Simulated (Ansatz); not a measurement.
# Be4Sb2Se (built on the Ca4Sb2O structure): a soft mode frozen in, part 3 of 3

Aim: this structure of Be4Sb2Se (built on the Ca4Sb2O structure) is to be tested for unstable modes, and one is followed downhill.

Ansatz 0.2.0; DFT LDA, scalar-relativistic, plane waves, norm-conserving pseudopotentials.

So far. Step 5 (Energy along the mode, all amplitudes (two of the runs …): The energy still falls at the last step, so the rise lies beyond the steps tried. Step 7 (The new phase in its own primitive cell): The largest force component left is 0.083 meV/Å and the pressure is 0.001 GPa, within the tolerances set. The cell now holds 17.61 Å³/atom.

The structure was built from a prototype and need not be the compound's stable phase.

### Step 8. Modes of the new phase, k-mesh 8×8×8

A relaxed structure may still be a saddle point, so its zone-centre modes are computed. No field response is asked, since the mesh shows no gap.

The input, input.yaml:

```yaml
crystal:
  lattice:
    - [0.0, 5.8881651352, 3.2988641631]
    - [3.1727032177, 0.0, 3.2988641631]
    - [3.1727032177, 5.8881651352, 0.0]
  atoms:
    - { symbol: Be, position: [0.9721278435, 0.3399478926, 0.0278721565] }
    - { symbol: Be, position: [0.3399478926, 0.9721278435, 0.6600521074] }
    - { symbol: Be, position: [0.8169964413, 0.5081030075, 0.4918969925] }
    - { symbol: Be, position: [0.5081030075, 0.8169964413, 0.1830035587] }
    - { symbol: Sb, position: [0.8533423216, 0.1802041752, 0.8197958248] }
    - { symbol: Sb, position: [0.1802041752, 0.8533423216, 0.1466576784] }
    - { symbol: Se, position: [0.4832504312, 0.4832504312, 0.5167495688] }
kpoints:
  mp_grid: { grid: [8, 8, 8] }
hamiltonian:
  xc: lda
  pseudopotentials: { kind: nc }
scf:
  occupations: { method: methfessel_paxton, width: 0.2 }
output:
  eigenvalues: true
phonons:
  method: dfpt
```

Command:

```bash
> ansatz run input.yaml --threads 8 --pin off --max-ram 14336MiB --backend cpu --events-out ev --progress --plain --runs-dir out
```

Output:

```text
Engine: ansatz 0.2.0, x86_64-unknown-linux-gnu
Pseudopotentials: kind: nc
Pseudopotential: Be, nc, valence charge 4, recommended cutoff 1197.300995 eV (normal), Be.nc.azcp (PseudoDojo's, or run here from an input of PseudoDojo's: the run reads no file of this project's for it)
Pseudopotential: Sb, nc, valence charge 15, recommended cutoff 1142.878222 eV (normal), Sb.nc.azcp (PseudoDojo's, or run here from an input of PseudoDojo's: the run reads no file of this project's for it)
Pseudopotential: Se, nc, valence charge 16, recommended cutoff 1170.089609 eV (normal), Se.nc.azcp (PseudoDojo's, or run here from an input of PseudoDojo's: the run reads no file of this project's for it)
Functional definition: SPW92
  exchange = slater_x
  correlation = pw_c
Crystal: 7 atoms, lattice volume = 123.255 Å³
Basis set: ecut = 1197.300995 eV, 11607 PW (Γ), exchange–correlation on 160×160×160 points (8 copies of the dense FFT grid, shifted against one another)
Bands: 38, of which v1, the nominal top of the filled ones, is band 31 counted from 1 (30 counted from 0)
Symmetry: 4 space group operations
k-points: 260 of 512 (irreducible under 1 space group operation, time reversal used)
Non-local potential: Be, projectors of the file, l = 0: 2, l = 1: 2
Non-local potential: Sb, projectors of the file, l = 0: 2, l = 1: 2, l = 2: 2
Non-local potential: Se, projectors of the file, l = 0: 2, l = 1: 2, l = 2: 2
Initial density: superposition of atomic densities (chi_scale 0.1, normalization cell, long waves kept (reshape's long-wave potential 0.07 eV rms))
Initial wavefunctions: pseudopotential atomic-orbital guess
Functional: x = slater, c = lda
SCF iter   1: F=—  HF=-9740.326243 eV  |F-HF|=—  |Δ(HF+E_count)|=         —  Δρ=5.37e-2  dr2=7.43e0  ethr=3.10e-3  ⟨swp⟩=9.0  Hψ=51672  notcnv=0
preconditioner: auto → Kerker (q_TF=auto, 2.433 Å⁻¹)  [metal: Δε(μ)=0.048 eV  Ē_g=8.366 eV  σ=0.200 eV  W_gap=0.20  n_scr=32 (ndim 8)  ℏωp=16.4 eV  f_vac=0.000  D(μ)=1.01/eV (n_scr^D=2)]
SCF iter   2: F=—  HF=-9738.681232 eV  |F-HF|=—  |Δ(HF+E_count)|=    1.65e0  S|Δr|=    0.00e0  Δρ=3.09e-2  dr2=2.64e0  ethr=3.10e-3  ⟨swp⟩=3.0  Hψ=17720  notcnv=0  defer=453
SCF iter   3: F=—  HF=-9737.830751 eV  |F-HF|=—  |Δ(HF+E_count)|=   8.50e-1  S|Δr|=    0.00e0  Δρ=6.03e-3  dr2=8.72e-2  ethr=3.10e-3  ⟨swp⟩=3.9  Hψ=15621  notcnv=0  defer=458
SCF iter   4: F=—  HF=-9737.808479 eV  |F-HF|=—  |Δ(HF+E_count)|=   2.23e-2  S|Δr|=    0.00e0  Δρ=1.11e-3  dr2=1.84e-3  ethr=1.41e-4  ⟨swp⟩=2.2  Hψ=15320  notcnv=0  defer=426
SCF iter   5: F=—  HF=-9737.808529 eV  |F-HF|=—  |Δ(HF+E_count)|=   4.95e-5  S|Δr|=    0.00e0  Δρ=3.28e-4  dr2=1.94e-4  ethr=2.96e-6  ⟨swp⟩=2.1  Hψ=11424  notcnv=0  defer=426
SCF iter   6: F=—  HF=-9737.808520 eV  |F-HF|=—  |Δ(HF+E_count)|=   9.29e-6  S|Δr|=    0.00e0  Δρ=6.61e-5  dr2=7.92e-6  ethr=3.12e-7  ⟨swp⟩=2.4  Hψ=13864  notcnv=0  defer=426
SCF iter   7: F=—  HF=-9737.808529 eV  |F-HF|=—  |Δ(HF+E_count)|=   9.17e-6  S|Δr|=    0.00e0  Δρ=2.25e-5  dr2=7.43e-7  ethr=1.28e-8  ⟨swp⟩=2.3  Hψ=16584  notcnv=0  defer=426
SCF iter   8: F=—  HF=-9737.808212 eV  |F-HF|=—  |Δ(HF+E_count)|=   3.17e-4  S|Δr|=    0.00e0  Δρ=6.51e-6  dr2=4.46e-8  ethr=1.20e-9  ⟨swp⟩=2.0  Hψ=16466  notcnv=0  defer=426
SCF iter   9: F=—  HF=-9737.808212 eV  |F-HF|=—  |Δ(HF+E_count)|=   1.80e-9  S|Δr|=    0.00e0  Δρ=1.89e-6  dr2=3.89e-9  ethr=7.19e-11  ⟨swp⟩=2.0  Hψ=16060  notcnv=0  defer=426
SCF iter  10: F=—  HF=-9737.808212 eV  |F-HF|=—  |Δ(HF+E_count)|=  3.13e-10  S|Δr|=    0.00e0  Δρ=4.11e-7  dr2=2.95e-10  ethr=6.27e-12  ⟨swp⟩=2.1  Hψ=16385  notcnv=0  defer=426
SCF iter  11: F=—  HF=-9737.808212 eV  |F-HF|=—  |Δ(HF+E_count)|=  2.73e-11  S|Δr|=    0.00e0  Δρ=1.23e-7  dr2=3.39e-11  ethr=1.00e-12  ⟨swp⟩=1.6  Hψ=12364  notcnv=0  defer=426
SCF iter  12: F=-9737.808212 eV  HF=-9737.808212 eV  |F-HF|=5.46e-12  |Δ(HF+E_count)|=    0.00e0  S|Δr|=    0.00e0  Δρ=3.68e-8  dr2=2.66e-12  ethr=1.00e-12  ⟨swp⟩=18.5  Hψ=69728  notcnv=0
SCF 1 converged in 12 iterations: F = -9737.808212 eV  dr2 = 2.66e-12
DFPT response loops at Γ: preconditioner auto → Kerker (q_TF=auto, 2.433 Å⁻¹) (partly filled bands, converged f_vac=0.000); β = 1.00, the filter's whole step (`scf.mixing.beta` (0.50) is not read by the response loops under this deck's `scf.mixing.preconditioner`; to damp them name `kerker` or `kerker_dos`, under which they read `scf.mixing.beta`, and type it under 1.00, their step now; both keys bind the ground state too); Broyden in place of MSR1
the response loops of the zone centre start from zero, take more passes and end by a threshold: the memory limit or budget leaves too little room for the subspace of the ground state's own states beside the solves, or none could be made (phonons.method)
```

The job ended after 4.1 min (8 threads of AMD EPYC 9B45 (Zen 5), shared host; peak memory 10 GiB; 32 min of CPU time).

The run was cut off at the time limit after its SCF cycle had converged; no result of it is taken.

### Step 9. The phases reached

The phases reached along the modes that were followed are set side by side.

Energies are those of the first relaxation, on the mesh of the frozen mode; space group, volume and gap are those of the last relaxation. Phases, by row:

| mode frozen in | space group | energy from parent (meV/atom) | volume (Å³/atom) | gap on mesh (eV) | lowest zone-centre optical mode (cm⁻¹) | largest shift (Å) |
| --- | --- | --- | --- | --- | --- | --- |
| parent | I4/mmm | 0 | 17.5 | 0 | – | – |
| q = (0, 0, 0), 353i cm⁻¹ | Imm2 | -578.2 | 17.13 | 0 | – | 1.434 |
| q = (0, 0, 0), 353i cm⁻¹ | Fmm2 | -370.8 | 17.61 | 0 | – | 0.951 |

### Step 10. Results

| Quantity | Value |
| --- | --- |
| unstable mode of the parent | q = (0, 0, 0), 353i cm⁻¹ |
| depth at the lowest point sampled | 151 meV/atom |
| largest atomic shift at that point | 0.6 Å |
| space group reached | Fmm2 |
| energy gained over the parent (first relaxation, on the mesh of the frozen mode) | 371 meV/atom |
| volume per atom, phase reached | 17.6 Å³ |

What this shows: Along this mode the structure falls into Fmm2, 371 meV/atom below the parent. At the parent's cell the well is 150.9 meV/atom deep on the steps tried, with its lowest point at a shift of 0.6 Å. That is the last step tried, so the steps alone don't bracket the bottom of the well. Relaxing atoms and cell changes the gain by +219.92 meV/atom against the lowest step (energies at zero smearing). The modes of the phase reached were not computed. Of the 2 patterns followed from this parent, this one ends 207 meV/atom above the lowest, Imm2. Each path keeps the symmetry of its pattern, so a lower phase may lie along a pattern not tried. With no gap, or one that is small against the smearing, the frequencies hang on the k mesh and the smearing, most of all near Kohn anomalies. Spin-orbit coupling is left out, which can matter for the heavy elements here. The starting cell was built on a prototype and not taken from a measurement, so the phase need not exist.

[Long decimals in the printed logs are rounded to 6 places.]

[Logs are printed without paths, hosts, clocks, repeated set-up lines and the standing remarks that a program may print on its own settings, such as how far it seeks lower states.]

[Hosts, paths, dates, database ids (printed as entryN), source tags and the programs' standing remarks are cut or masked in the printed files.]

[Where the starting crystal was built by hand or by swapping elements, it need not be the compound's stable phase.]
